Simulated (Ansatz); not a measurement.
**N on Mo(100): change of the work function**

How does N on the hollow site change the work function of Mo(100) as the layer fills?

Main program and level: Ansatz 0.2.0; plane-wave DFT, PBE, Ansatz PAW.

## 1. The system as given

The cell holds 4 atoms: 4 Mo. Its edges and angles: a = 3.150 Å, b = 3.150 Å, c = 22.725 Å, α = 90.0°, β = 90.0°, γ = 90.0°. Vacuum lies along c.

## 2. The clean slab

The bare slab comes first, as the zero from which every change is counted. The two lowest layers are held at bulk places and the upper ones relax. The dipole correction removes the false field that a one-sided slab makes across the periodic vacuum, so each face gets a flat vacuum level of its own.

Contents of input.yaml:

```yaml
crystal:
  lattice:
    - [3.15, 0.0, 0.0]
    - [0.0, 3.15, 0.0]
    - [0.0, 0.0, 22.725]
  atoms:
    - { symbol: Mo, position: [0.5, 0.5, 0.396039604] }
    - { symbol: Mo, position: [0.0, 0.0, 0.4653465347] }
    - { symbol: Mo, position: [0.5, 0.5, 0.5346534653] }
    - { symbol: Mo, position: [0.0, 0.0, 0.603960396] }
kpoints:
  mp_grid: { grid: [12, 12, 1] }
hamiltonian:
  xc: pbe
scf:
  occupations: { method: fermi_dirac, width: 0.1 }
  convergence: { dr2_threshold: 1.0e-08 }
efield:
  axis: 3
  dipole_correction: true
  ramp_position: 0.97
  ramp_width: 0.06
relax:
  f_tol: 0.02
  max_steps: 60
  constraints: [{ sites: [0, 1] }]
output:
  write_potential: true
  write_density: true
  volumetric_format: npy
```

Command:

```bash
$ ansatz run input.yaml --threads 4 --pin off --max-ram 16384MiB --backend cpu --events-out ev --progress --plain --runs-dir out
```

Output:

```text
Engine: ansatz 0.2.0, aarch64-unknown-linux-gnu
Pseudopotentials: kind: paw
Pseudopotential: Mo, paw, valence charge 14, recommended cutoff 420 eV (normal), Mo.paw.azcp
Functional definition: PBE
  parameter kappa = 0.804
  parameter beta = 0.066725
  exchange = pbe_x(kappa = kappa, mu = beta*pi^2/3)
  correlation = pbe_c(beta = beta)
Crystal: 4 atoms, lattice volume = 225.489 Å³
Basis set: ecut = 420 eV, 4451 PW (Γ), exchange–correlation on 48×48×320 points (8 copies of the dense FFT grid, shifted against one another)
Bands: 34, of which v1, the nominal top of the filled ones, is band 28 counted from 1 (27 counted from 0)
Symmetry: 8 space group operations
k-points: 28 of 144
Non-local potential: Mo, projectors of the file, l = 0: 3, l = 1: 2, l = 2: 2, l = 3: 1
PAW form: soft (Blöchl's): semilocal exchange-correlation on the pseudo side does not see the compensation charge
PAW one-centre angular grid: Mo, 590 points (default); XC on 64 Gauss nodes
Initial density: superposition of atomic densities (neutral atoms: chi_scale 0, normalization atom), corrected by the library's trained network
Initial wavefunctions: pseudopotential atomic-orbital guess
Functional: x = pbe(κ = 0.804, μ = 0.219515), c = pbe(β = 0.066725)
SCF iter   1: F=—  HF=-19819.857183 eV  |F-HF|=—  |Δ(HF+E_count)|=         —  Δρ=6.46e-3  dr2=1.68e-1  ethr=1.77e-3  p=0.000 e·Å  D=5.31e-14 V/Å  ΔV_dip=-0.00 eV  dr2_dipole=4.23e-8  V_vac-E_F(+/−)=4.13/4.13 eV  ⟨swp⟩=7.9  Hψ=4534  notcnv=0
efield: sawtooth ramp at fractional position 0.9700 (set: `efield.ramp_position`, or a place that a band, a saddle search or an elastic batch's reference lends), width 0.0600; the density the first Hamiltonian is built on has a dipole p = 0.000 e·Å; the dipole correction subtracts the counter field D = 5.31e-14 V/Å, which shifts the + side's vacuum level by -0.00 eV against the − side's; the planar-averaged density in the ramp window peaks in size at 6.3e-6 e/Å³
preconditioner: auto → LDOS  [metal: Δε(μ)=0.004 eV  Ē_g=3.404 eV  σ=0.100 eV  W_gap=0.01  n_scr=42 (ndim 8)  ℏωp=12.1 eV  f_vac=0.620  D(μ)=5.04/eV (n_scr^D=18)  β→1.0]
SCF iter   2: F=—  HF=-19819.835507 eV  |F-HF|=—  |Δ(HF+E_count)|=   2.17e-2  Δρ=3.81e-3  dr2=6.65e-2  ethr=2.99e-4  p=-0.000 e·Å  D=-4.00e-6 V/Å  ΔV_dip=0.00 eV  dr2_dipole=5.03e-8  V_vac-E_F(+/−)=3.88/3.88 eV  ⟨swp⟩=2.1  Hψ=1706  notcnv=0
SCF iter   3: F=—  HF=-19819.832402 eV  |F-HF|=—  |Δ(HF+E_count)|=   3.10e-3  Δρ=9.68e-4  dr2=4.70e-3  ethr=1.19e-4  p=0.000 e·Å  D=4.44e-7 V/Å  ΔV_dip=-0.00 eV  dr2_dipole=8.26e-9  V_vac-E_F(+/−)=3.92/3.92 eV  ⟨swp⟩=2.0  Hψ=1362  notcnv=0
SCF iter   4: F=—  HF=-19819.832390 eV  |F-HF|=—  |Δ(HF+E_count)|=   1.28e-5  Δρ=2.83e-4  dr2=4.47e-4  ethr=8.39e-6  p=0.000 e·Å  D=1.14e-6 V/Å  ΔV_dip=-0.00 eV  dr2_dipole=1.89e-12  V_vac-E_F(+/−)=3.88/3.88 eV  ⟨swp⟩=2.2  Hψ=1282  notcnv=0
SCF iter   5: F=—  HF=-19819.832356 eV  |F-HF|=—  |Δ(HF+E_count)|=   3.39e-5  Δρ=7.75e-5  dr2=1.80e-5  ethr=7.98e-7  p=0.000 e·Å  D=1.07e-6 V/Å  ΔV_dip=-0.00 eV  dr2_dipole=2.30e-11  V_vac-E_F(+/−)=3.87/3.87 eV  ⟨swp⟩=2.6  Hψ=1580  notcnv=0
SCF iter   6: F=—  HF=-19819.832363 eV  |F-HF|=—  |Δ(HF+E_count)|=   7.48e-6  Δρ=2.58e-5  dr2=3.87e-6  ethr=3.22e-8  p=0.000 e·Å  D=6.49e-7 V/Å  ΔV_dip=-0.00 eV  dr2_dipole=3.10e-11  V_vac-E_F(+/−)=3.87/3.87 eV  ⟨swp⟩=2.8  Hψ=1817  notcnv=0
SCF iter   7: F=—  HF=-19819.832426 eV  |F-HF|=—  |Δ(HF+E_count)|=   6.27e-5  Δρ=7.78e-6  dr2=1.65e-7  ethr=6.91e-9  p=0.000 e·Å  D=3.86e-7 V/Å  ΔV_dip=-0.00 eV  dr2_dipole=2.72e-12  V_vac-E_F(+/−)=3.87/3.87 eV  ⟨swp⟩=2.1  Hψ=1328  notcnv=0
SCF iter   8: F=—  HF=-19819.832426 eV  |F-HF|=—  |Δ(HF+E_count)|=   2.54e-7  Δρ=2.79e-6  dr2=1.63e-8  ethr=2.94e-10  p=0.000 e·Å  D=2.09e-7 V/Å  ΔV_dip=-0.00 eV  dr2_dipole=4.63e-13  V_vac-E_F(+/−)=3.87/3.87 eV  ⟨swp⟩=2.8  Hψ=1941  notcnv=0
SCF iter   9: F=-19819.832426 eV  HF=-19819.832426 eV  |F-HF|=1.78e-9  |Δ(HF+E_count)|=   7.14e-8  Δρ=7.77e-7  dr2=2.00e-9  ethr=1.79e-11  p=0.000 e·Å  D=7.87e-8 V/Å  ΔV_dip=-0.00 eV  dr2_dipole=1.30e-14  V_vac-E_F(+/−)=3.87/3.87 eV  ⟨swp⟩=10.3  Hψ=6762  notcnv=0
SCF 1 converged in 9 iterations: F = -19819.832426 eV  dr2 = 2.00e-9
  greatest PAW one-centre occupation: 0.998 electrons in one spin orbital (limit 2), on the Mo atom at site 3 (counted from 0), in its partial waves of l = 0
relax step   1: F+E_penalty+E_count = -19819.83242618 eV  Δ(F+E_penalty+E_count) = +0.000e0 eV  max|allowed force component| = 1.563e0 eV/Å  Δτ_max = 0.0000 Å  (9 SCF iters, accepted)
Initial density: handed on by an earlier stage of this run
Initial wavefunctions: those handed on with the density
iter 1 solved again at ethr=1.37e-3 eV; its pass at ethr=3.10e-3 eV (dr2=7.67e-1 eV) is discarded
SCF iter   1: F=—  HF=-19819.972387 eV  |F-HF|=—  |Δ(HF+E_count)|=         —  Δρ=1.17e-2  dr2=8.97e-1  ethr=1.37e-3  p=0.000 e·Å  D=2.00e-6 V/Å  ΔV_dip=-0.00 eV  dr2_dipole=1.48e-1  V_vac-E_F(+/−)=3.95/3.95 eV  ⟨swp⟩=1.7  Hψ=3994  notcnv=0
efield: sawtooth ramp at fractional position 0.9700 (set: `efield.ramp_position`, or a place that a band, a saddle search or an elastic batch's reference lends), width 0.0600; the density the first Hamiltonian is built on has a dipole p = 0.000 e·Å; the dipole correction subtracts the counter field D = 2.00e-6 V/Å, which shifts the + side's vacuum level by -0.00 eV against the − side's; the planar-averaged density in the ramp window peaks in size at 3.6e-6 e/Å³
preconditioner: auto → LDOS  [metal: Δε(μ)=0.032 eV  Ē_g=3.589 eV  σ=0.100 eV  W_gap=0.08  n_scr=42 (ndim 8)  ℏωp=12.1 eV  f_vac=0.627  D(μ)=4.75/eV (n_scr^D=14)  β→1.0]
SCF iter   2: F=—  HF=-19819.959709 eV  |F-HF|=—  |Δ(HF+E_count)|=   1.27e-2  Δρ=6.99e-3  dr2=2.69e-1  ethr=1.37e-3  p=0.002 e·Å  D=1.33e-3 V/Å  ΔV_dip=-0.03 eV  dr2_dipole=5.55e-5  V_vac-E_F(+/−)=3.83/3.86 eV  ⟨swp⟩=2.6  Hψ=1633  notcnv=0
SCF iter   3: F=—  HF=-19819.938875 eV  |F-HF|=—  |Δ(HF+E_count)|=   2.08e-2  Δρ=3.48e-3  dr2=6.96e-2  ethr=4.81e-4  p=-0.001 e·Å  D=-5.15e-4 V/Å  ΔV_dip=0.01 eV  dr2_dipole=7.95e-4  V_vac-E_F(+/−)=3.89/3.88 eV  ⟨swp⟩=2.3  Hψ=1716  notcnv=0
SCF iter   4: F=—  HF=-19819.932358 eV  |F-HF|=—  |Δ(HF+E_count)|=   6.52e-3  Δρ=5.12e-4  dr2=1.23e-3  ethr=1.24e-4  p=-0.001 e·Å  D=-4.45e-4 V/Å  ΔV_dip=0.01 eV  dr2_dipole=5.08e-6  V_vac-E_F(+/−)=3.88/3.87 eV  ⟨swp⟩=2.0  Hψ=1281  notcnv=0
SCF iter   5: F=—  HF=-19819.932189 eV  |F-HF|=—  |Δ(HF+E_count)|=   1.69e-4  Δρ=2.46e-4  dr2=3.81e-4  ethr=2.19e-6  p=-0.000 e·Å  D=-3.42e-4 V/Å  ΔV_dip=0.01 eV  dr2_dipole=1.77e-5  V_vac-E_F(+/−)=3.88/3.87 eV  ⟨swp⟩=2.1  Hψ=1355  notcnv=0
[...]
SCF iter   4: F=—  HF=-19819.995783 eV  |F-HF|=—  |Δ(HF+E_count)|=   8.35e-4  Δρ=1.70e-4  dr2=7.94e-5  ethr=1.71e-5  p=0.002 e·Å  D=1.50e-3 V/Å  ΔV_dip=-0.03 eV  dr2_dipole=3.57e-8  V_vac-E_F(+/−)=3.83/3.87 eV  ⟨swp⟩=2.1  Hψ=1234  notcnv=0
SCF iter   5: F=—  HF=-19819.995790 eV  |F-HF|=—  |Δ(HF+E_count)|=   7.81e-6  Δρ=6.33e-5  dr2=2.25e-5  ethr=1.42e-7  p=0.002 e·Å  D=1.35e-3 V/Å  ΔV_dip=-0.03 eV  dr2_dipole=2.56e-6  V_vac-E_F(+/−)=3.83/3.86 eV  ⟨swp⟩=2.6  Hψ=1573  notcnv=0
SCF iter   6: F=—  HF=-19819.995792 eV  |F-HF|=—  |Δ(HF+E_count)|=   1.58e-6  Δρ=2.10e-5  dr2=1.94e-6  ethr=4.01e-8  p=0.002 e·Å  D=1.32e-3 V/Å  ΔV_dip=-0.03 eV  dr2_dipole=1.27e-7  V_vac-E_F(+/−)=3.83/3.86 eV  ⟨swp⟩=2.1  Hψ=1228  notcnv=0
SCF iter   7: F=—  HF=-19819.995852 eV  |F-HF|=—  |Δ(HF+E_count)|=   6.03e-5  Δρ=5.32e-6  dr2=1.22e-7  ethr=3.46e-9  p=0.002 e·Å  D=1.32e-3 V/Å  ΔV_dip=-0.03 eV  dr2_dipole=4.36e-9  V_vac-E_F(+/−)=3.83/3.86 eV  ⟨swp⟩=2.4  Hψ=1589  notcnv=0
SCF iter   8: F=—  HF=-19819.995852 eV  |F-HF|=—  |Δ(HF+E_count)|=   1.00e-7  Δρ=1.60e-6  dr2=1.75e-8  ethr=2.18e-10  p=0.002 e·Å  D=1.31e-3 V/Å  ΔV_dip=-0.03 eV  dr2_dipole=3.63e-9  V_vac-E_F(+/−)=3.83/3.86 eV  ⟨swp⟩=2.8  Hψ=1764  notcnv=0
SCF iter   9: F=-19819.995852 eV  HF=-19819.995852 eV  |F-HF|=9.71e-10  |Δ(HF+E_count)|=   8.04e-9  Δρ=5.20e-7  dr2=1.68e-9  ethr=1.79e-11  p=0.002 e·Å  D=1.32e-3 V/Å  ΔV_dip=-0.03 eV  dr2_dipole=8.97e-13  V_vac-E_F(+/−)=3.83/3.86 eV  ⟨swp⟩=9.5  Hψ=6427  notcnv=0
SCF 3 converged in 9 iterations: F = -19819.995852 eV  dr2 = 1.68e-9
relax step   3: F+E_penalty+E_count = -19819.99585247 eV  Δ(F+E_penalty+E_count) = -6.360e-2 eV  max|allowed force component| = 3.074e-2 eV/Å  Δτ_max = 0.0603 Å  (9 SCF iters, accepted)
SCF iter   1: F=—  HF=-19819.996165 eV  |F-HF|=—  |Δ(HF+E_count)|=         —  Δρ=8.57e-4  dr2=8.98e-3  ethr=9.06e-5  p=0.002 e·Å  D=1.32e-3 V/Å  ΔV_dip=-0.03 eV  dr2_dipole=1.81e-3  V_vac-E_F(+/−)=3.83/3.86 eV  ⟨swp⟩=1.9  Hψ=1536  notcnv=0
efield: sawtooth ramp at fractional position 0.9700 (set: `efield.ramp_position`, or a place that a band, a saddle search or an elastic batch's reference lends), width 0.0600; the density the first Hamiltonian is built on has a dipole p = 0.002 e·Å; the dipole correction subtracts the counter field D = 1.32e-3 V/Å, which shifts the + side's vacuum level by -0.03 eV against the − side's; the planar-averaged density in the ramp window peaks in size at 1.1e-6 e/Å³
preconditioner: auto → LDOS  [metal: Δε(μ)=0.033 eV  Ē_g=3.506 eV  σ=0.100 eV  W_gap=0.08  n_scr=42 (ndim 8)  ℏωp=12.1 eV  f_vac=0.625  D(μ)=4.83/eV (n_scr^D=14)  β→1.0]
SCF iter   2: F=—  HF=-19819.996021 eV  |F-HF|=—  |Δ(HF+E_count)|=   1.44e-4  Δρ=5.39e-4  dr2=2.47e-3  ethr=1.60e-5  p=0.001 e·Å  D=1.04e-3 V/Å  ΔV_dip=-0.02 eV  dr2_dipole=2.34e-5  V_vac-E_F(+/−)=3.84/3.86 eV  ⟨swp⟩=1.2  Hψ=1182  notcnv=0
SCF iter   3: F=—  HF=-19819.995899 eV  |F-HF|=—  |Δ(HF+E_count)|=   1.22e-4  Δρ=2.39e-4  dr2=4.91e-4  ethr=4.40e-6  p=0.002 e·Å  D=1.20e-3 V/Å  ΔV_dip=-0.03 eV  dr2_dipole=2.95e-5  V_vac-E_F(+/−)=3.83/3.86 eV  ⟨swp⟩=2.0  Hψ=1265  notcnv=0
SCF iter   4: F=—  HF=-19819.995857 eV  |F-HF|=—  |Δ(HF+E_count)|=   4.24e-5  Δρ=3.09e-5  dr2=3.13e-6  ethr=8.78e-7  p=0.002 e·Å  D=1.22e-3 V/Å  ΔV_dip=-0.03 eV  dr2_dipole=6.45e-9  V_vac-E_F(+/−)=3.83/3.86 eV  ⟨swp⟩=2.3  Hψ=1244  notcnv=0
SCF iter   5: F=—  HF=-19819.995925 eV  |F-HF|=—  |Δ(HF+E_count)|=   6.88e-5  Δρ=1.41e-5  dr2=1.17e-6  ethr=5.58e-9  p=0.002 e·Å  D=1.24e-3 V/Å  ΔV_dip=-0.03 eV  dr2_dipole=4.04e-8  V_vac-E_F(+/−)=3.83/3.86 eV  ⟨swp⟩=3.4  Hψ=1792  notcnv=0
SCF iter   6: F=—  HF=-19819.995926 eV  |F-HF|=—  |Δ(HF+E_count)|=   2.80e-7  Δρ=5.13e-6  dr2=1.86e-7  ethr=2.09e-9  p=0.002 e·Å  D=1.28e-3 V/Å  ΔV_dip=-0.03 eV  dr2_dipole=5.71e-10  V_vac-E_F(+/−)=3.83/3.86 eV  ⟨swp⟩=2.1  Hψ=1172  notcnv=0
SCF iter   7: F=—  HF=-19819.995926 eV  |F-HF|=—  |Δ(HF+E_count)|=   5.30e-8  Δρ=1.57e-6  dr2=1.27e-8  ethr=3.32e-10  p=0.002 e·Å  D=1.30e-3 V/Å  ΔV_dip=-0.03 eV  dr2_dipole=2.23e-9  V_vac-E_F(+/−)=3.83/3.86 eV  ⟨swp⟩=2.1  Hψ=1377  notcnv=0
SCF iter   8: F=-19819.995926 eV  HF=-19819.995926 eV  |F-HF|=1.34e-9  |Δ(HF+E_count)|=   1.53e-8  Δρ=7.40e-7  dr2=3.55e-9  ethr=1.79e-11  p=0.002 e·Å  D=1.31e-3 V/Å  ΔV_dip=-0.03 eV  dr2_dipole=4.23e-10  V_vac-E_F(+/−)=3.83/3.86 eV  ⟨swp⟩=9.5  Hψ=6468  notcnv=0
SCF 4 converged in 8 iterations: F = -19819.995926 eV  dr2 = 3.55e-9
relax step   4: F+E_penalty+E_count = -19819.99592565 eV  Δ(F+E_penalty+E_count) = -7.318e-5 eV  max|allowed force component| = 1.546e-2 eV/Å  Δτ_max = 0.0082 Å  (8 SCF iters, accepted)
NSCF: frozen V_eff on 28 k-points
the band table was solved once a step of the walk had ended and its energy, with any forces and stress, was formed, with the checks that follow a solve (4367 applications of the Hamiltonian). They found nothing against the state; the energy, forces and stress were not computed again (output.eigenvalues in the input reference)
WARN: The output density's exchange-correlation potential varies sharply where the density is thin. Do not read a vacuum level from v_tot or v_xc, or from such a field of the output density. On a cell that repeats whose density bears no net charge and no dipole along the vacuum's axis use v_es (v_loc + v_h of the components); under efield.dipole_correction with no amplitude use v_es + v_field, which holds any externa [...]
SCF converged after 8 iterations
Free energy (F): -19819.995926 eV
Harris-Foulkes:  -19819.995926 eV  (|F-HF|=1.34e-9)
Internal energy: -19819.831584 eV  (E = F + TS)
E sigma→0 (E₀):  -19819.913755 eV
Entropy (-TS):   -0.164342 eV (-41.086 meV/atom)
Fermi energy:    3.091665 eV
Dipole field:    D = 0.001336 V/Å  (p = 0.001665 e·Å, saw-weighted, corrected)
Work function:   Φ+ = 3.8304 eV   Φ− = 3.8607 eV
Levels:          The Fermi level and band energies are counted from a zero that moves with the ramp; work functions are not
--- Per-component energies (eV) ---
  E_band       = -1200.370314
  E_kinetic    = 1757.431237
  E_local      = -61048.384503  (includes V_loc(G=0)·N_el)
  E_nonlocal   = 576.034451
  E_hartree    = 29500.156884
  E_xc         = -728.348904
  E_vxc        = -908.366798  (∫ρ·V_xc dr)
  E_paw        = -12806.173053  (= ΣΔE_a)
  E_vpaw       = -577.392229  (= ΣTr[D̂ρ^β])
  E_aug_tail   = 0.000173  (compensation charges beyond the density's cutoff)
  E_efield     = 0.000001  (sawtooth field / dipole correction)
  E_vefield    = 0.001109  (∫n·V_field dr)
  E_ewald      = 22929.452132
  E_smearing   = -0.164342  (= −TS)
  E_closure    = -0.000000  (closes the sum)
  Σ components = -19819.995926   (vs F -19819.995926, Δ=0.00e0)
--- Forces (eV/Å), atoms counted from 1 ---
  atom   1  Mo     0.00000000     0.00000000     1.65152032
  atom   2  Mo    -0.00000000    -0.00000000    -1.62582730
  atom   3  Mo    -0.00000000     0.00000000    -0.01546452
  atom   4  Mo    -0.00000000    -0.00000000    -0.01025982
  max |Σ_I F_I| component: 3.13e-5 eV/Å
--- Band table (eV; the first three rows and the last of 28) ---
  k-point 0: bands = [... 24 lower, 2.2590, 2.3854, 2.7744, 2.7744, 2.9609, 3.1738, 3.5683, 4.0581, ... 2 higher]
  k-point 1: bands = [... 24 lower, 2.1366, 2.5640, 2.6745, 2.8675, 3.0661, 3.2840, 3.3118, 4.2016, ... 2 higher]
  k-point 2: bands = [... 24 lower, 1.7856, 2.4339, 2.6427, 2.8755, 3.0846, 3.3152, 3.7837, 4.2707, ... 2 higher]
  k-point 27: bands = [... 24 lower, 2.0985, 2.0985, 4.6522, 4.7294, 4.7294, 4.7682, 5.2975, 5.5297, ... 2 higher]
--- Relaxed structure (4 steps of the walk, 4 accepted, 0 SCFs on fresh bases) ---
  F+E_penalty+E_count = -19819.99592565 eV   max|allowed force component| = 1.546e-2 eV/Å
  atoms:
    - { symbol: Mo, position: [0.500000, 0.500000, 0.396039604] }
    - { symbol: Mo, position: [0.0, 0.0, 0.4653465347] }
    - { symbol: Mo, position: [0.500000, 0.500000, 0.537601] }
    - { symbol: Mo, position: [-7.781659e-18, 0, 0.598409] }
```

It took 20 s on 4 threads of Arm Neoverse V1, shared host; peak memory 0.62 GiB.

In the SCF lines HF is the Harris–Foulkes energy and dr2 the Hartree energy of the density residual, in eV; the loop may stop once dr2 is under the threshold and the program's other checks hold. Hψ counts applications of the Hamiltonian.

Step by step:

```tsv
step	energy less that of the first step (eV)	largest force component (eV/Å)
1	0.0000	1.5631
2	-0.0998	1.2124
3	-0.1634	0.0307
4	-0.1635	0.0155
```

Forces are held to the 8 operations that the program found; a distortion that breaks them can't arise in this run.

The atoms that moved most (Å):

```tsv
atom	dx	dy	dz	length
Mo4	0.000	0.000	-0.126	0.126
Mo3	0.000	0.000	0.067	0.067
```

This step gave:

```
energy at zero smearing        : -19819.9138 eV
work function, upper face      : 3.830 eV
work function, lower face      : 3.861 eV
dipole along the normal        : 0.001665 e·Å
step between the vacuum levels : -0.03036 eV
```

Running mean over 1.575 Å of the planar mean; the ramp of the sawtooth is left out. Table of electron's electrostatic potential energy less the Fermi level by z:

```tsv
z (Å)	electron's electrostatic potential energy less the Fermi level (eV)
3	3.86
4	3.86
5	3.85
6	3.78
7	3.14
8	-2.54
9	-11.4
10	-12.3
11	-12.1
12	-12.7
13	-14.4
14	-9.24
15	1.07
16	3.54
17	3.80
18	3.83
19	3.83
```

The relaxation took 4 steps and lowered the energy by 0.16 eV; the largest force on the free atoms ends at 0.015 eV/Å.

The work function of the upper face is 3.83 eV.

(Continued in part 2 of 4.)

[Long decimals in the printed logs are rounded to 6 places.]

[Logs are printed without paths, hosts, clocks, repeated set-up lines and the standing remarks that a program may print on its own settings, such as how far it seeks lower states.]

[Hosts, paths, dates, database ids (printed as entryN), source tags and the programs' standing remarks are cut or masked in the printed files.]

[Maps of the electrostatic potential energy from Ansatz leave out the sawtooth potential of an applied field or a dipole correction, so their vacuum need not be flat; planar profiles and work functions include it.]
